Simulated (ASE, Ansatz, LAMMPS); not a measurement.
# (9,0) carbon nanotube in a second wall (216 atoms): support functions against a reference, part 2 of 2

Wanted: errors and times of a linear-scaling basis for (9,0) carbon nanotube in a second wall (216 atoms). A setting counts as converged where the r.m.s. difference of forces stays under 1 % of the r.m.s. force.

Ansatz 0.2.0; Kohn-Sham DFT, r2SCAN+D4, PAW (set soft_2), plane waves.

The cell: 216 C. Beside vacuum, support functions can miss their usual error bounds without a warning. Only the Γ point is sampled, in a cell whose periodic width is 9 Å.

So far. Step 3 (Plane-wave single point): Löwdin charges run from -0.00 to +0.06 e, about a mean that is the spilled charge alone. Within 0.4 eV of the Fermi level the largest share is C p (99 % of the projected weight).

## Step 4: Structure statistics (continued)

A closer look about C147, which bears the longest force: 10 atoms, nearest first, numbered in the order of the input, with positions taken from that point.

```tsv
atom	x	y	z	distance (Å)	bonds	Löwdin charge (e)	Fx	Fy	Fz (eV/Å)
C147	0.00	0.00	0.00	0.00	3	0.04	-0.83	3.01	-3.30
C150	0.03	0.09	1.36	1.36	3	0.05	0.28	-0.04	3.30
C146	0.24	-1.14	-0.72	1.37	3	0.05	1.39	-1.20	1.12
C148	-0.48	1.14	-0.76	1.45	3	0.03	-1.98	0.50	1.91
C145	0.52	-2.32	-0.01	2.38	3	0.04	-1.41	-0.32	-1.12
C149	0.51	-1.03	2.11	2.40	3	0.03	-1.93	-0.41	-0.22
C41	0.22	-1.15	-2.13	2.43	3	0.03	0.15	1.23	-0.28
C153	-0.59	1.17	2.07	2.45	3	0.04	1.23	-1.06	-1.19
C151	-1.26	2.14	-0.05	2.48	3	0.04	0.37	-0.49	-1.36
C45	-0.60	1.10	-2.17	2.51	3	0.05	-0.50	0.94	-0.29
```

The column of bonds counts only the pairs C-C within 1.82 Å; other neighbours, such as metal atoms beside each other in a compound, aren't counted, and periodic images can show an atom twice.

## Step 5: Support functions medium

The cell is solved in localised support functions. The level medium gives here a grid of 144×144×48 points and a radius of 3.82 Å.

This step: Kohn-Sham DFT, r2SCAN+D4, PAW (set soft_2), localised support functions (medium) (Ansatz 0.2.0).

input.yaml

```yaml
crystal:
  lattice:
    - [24.09476, 0.0, 0.0]
    - [0.0, 24.09476, 0.0]
    - [0.0, 0.0, 8.52169]
  atoms:
    [... the 216 atom lines of step 3 ...]
kpoints:
  mp_grid: { grid: [1, 1, 1] }
hamiltonian:
  xc: r2scan
  dispersion: d4
scf:
  occupations: { method: gaussian, width: 0.025 }
  eigensolver: { kind: { support_functions: { accuracy: medium } } }
  mixing: { beta: 0.2 }
  max_iter: 150
output:
  forces: true
  eigenvalues: true
```

Started as:

```console
$ ansatz run input.yaml --threads 8 --pin off --max-ram 15872MiB --backend cpu --events-out ev --progress --plain --runs-dir out
```

Log:

```text
Warning: scf.eigensolver.kind.support_functions: disabling space-group detection — the functions' gradient is summed over unrotated k-points, so no spatial operation reduces the k-mesh or symmetrises the density; time reversal is kept, so that k and −k are solved as one point where they differ and the mesh holds both, and exact exchange and, on two spinor components, a DFT+U term hold to it where the run has them: [...]
settings of this run that can trade accuracy for cost: scf.eigensolver.kind.support_functions [...]
[...]
Crystal: 216 atoms, lattice volume = 4947.331 Å³
Basis set: ecut = 500 eV, 125711 PW (Γ), exchange–correlation on 540×540×192 points (27 copies of the dense FFT grid, shifted against one another)
Bands: 519, of which v1, the nominal top of the filled ones, is band 432 counted from 1 (431 counted from 0)
Symmetry: 1 space group operations
k-points: 1
[...]
Eigensolver: Support functions (medium, 144×144×48 points, laid for a spacing of at most 0.182399 Å, radius 3.816782 Å, 161 sites without an atom, 1 species' potentials softened for the grid, 1 wholly corrected for its errors in the mean over positions, 0 with the egg-box correction, energy correction by stochastic trace)
[...]
SCF iter   1: F=—  HF=-54343.525789 eV  |F-HF|=—  |Δ(HF+E_count)|=         —  Δρ=6.76e-2  dr2=2.28e2  dr2_τ=6.69e1  ethr=1.00e-1
[...]
SCF iter  22: F=—  HF=-54327.974128 eV  |F-HF|=—  |Δ(HF+E_count)|=   3.80e-4  Δρ=1.04e-5  dr2=1.02e-5  dr2_τ=9.29e-8  ethr=2.83e-9  κ⁻¹=2.2e-4(r=7)
SCF iter  23: F=-54327.974446 eV  HF=-54327.974332 eV  |F-HF|=1.13e-4  |Δ(HF+E_count)|=   2.05e-4  Δρ=6.24e-6  dr2=3.45e-6  dr2_τ=3.85e-8  ethr=1.18e-9
SCF 1 converged in 23 iterations: F = -54327.976525 eV  dr2 = 3.45e-6
[...]
SCF converged after 23 iterations
Stability not checked: this state was not tested for a lower state beside it, because the mixer in use, unlike msr1, does not test its closes by its own steps (another_mixer; see scf.mixing.algorithm and scf.lower_state_search)
Free energy (F): -54327.976525 eV
[...]
Internal energy: -54327.954771 eV  (E = F + TS)
E sigma→0 (E₀):  -54327.965648 eV
Entropy (-TS):   -0.021754 eV (-0.101 meV/atom)
Fermi energy:    0.086342 eV
[...]
Σ components = -54327.976525   (vs F -54327.976525, Δ=0.00e0)
--- Forces (eV/Å), atoms counted from 1 ---
  atom   1  C      0.01994636     0.46040334    -1.11774687
  atom   2  C     -1.43197801    -0.78459385     0.65814471
  atom   3  C      1.68966814     0.45101536    -0.72218851
  atom   4  C     -0.61532602     1.26302751     1.41211792
[...]
atom 216  C      1.62001980     0.01138605    -0.68265615
  max |Σ_I F_I| component: 6.66e-3 eV/Å
--- Band table (eV) ---
[...]
```

The job ended after 9.7 min (8 threads of Arm Neoverse V1, shared host; peak memory 12 GiB; 76 min of CPU time).

The program notes that the band table was not solved further than the SCF left it and it switched symmetry off. Further notices: vacuum switching off with vacuum.

Keys that differ from the reference: support_functions.accuracy = "medium", scf.max_iter = 150 and scf.mixing.beta = 0.2.

Forces differ from the reference by 0.85 meV/Å r.m.s., 0.073 % of their size, well within a tolerance of 1 %; the energy by -3.0 meV/atom. It took 9.7 min and 23 cycles; the reference's time can't be set against it, since the two runs asked for unlike analyses.

## Step 6: All settings compared

Differences are against the plane-wave reference (Kohn-Sham DFT, r2SCAN+D4, PAW (set soft_2), plane waves), whose r.m.s. force component is 1.16 eV/Å. Energies are set beside the reference only for runs with its functional, potentials and electron count. Times are for 8 threads of Arm Neoverse V1, shared host. The reference's time includes the DOS and grids, which some other runs skip.

```tsv
run	Δ force, r.m.s. (meV/Å)	share of r.m.s. force (%)	Δ energy (meV/atom)	cycles	time	host memory (GiB)
reference	-	-	-	16	4.5 min	14
support functions medium	0.846	0.0729	-2.99	23	9.7 min	12
```

## Step 7: Outcome

```yaml
free_energy_per_atom: -251.5154 eV/atom
r_m_s_force_component: 1.161 eV/Å
wall_time_of_the_2_dft_runs: 14 min
```

What this shows: Against plane waves at 500 eV, the forces differ by 0.85 meV/Å (0.073 %) with support functions medium. At 216 atoms the run with support functions medium takes roughly 2.2 times the time of plane waves (whose run also made extra analyses, so the like-for-like ratio is larger), in 23 SCF cycles against 16. Differences between support functions and plane waves include what basis error the plane-wave run still has.

No gap is quoted, since levels at the Fermi energy are partly filled. Counting bonds as in the table, all C atoms have 3 bonded neighbours.

What to keep in mind: The geometry is a frame of classical dynamics and isn't relaxed at this level: its force components are 1.2 eV/Å r.m.s.

[Logs are printed without paths, hosts, clocks, repeated set-up lines and the standing remarks that a program may print on its own settings, such as how far it seeks lower states.]

[Hosts, paths, dates, database ids (printed as entryN), source tags and the programs' standing remarks are cut or masked in the printed files.]
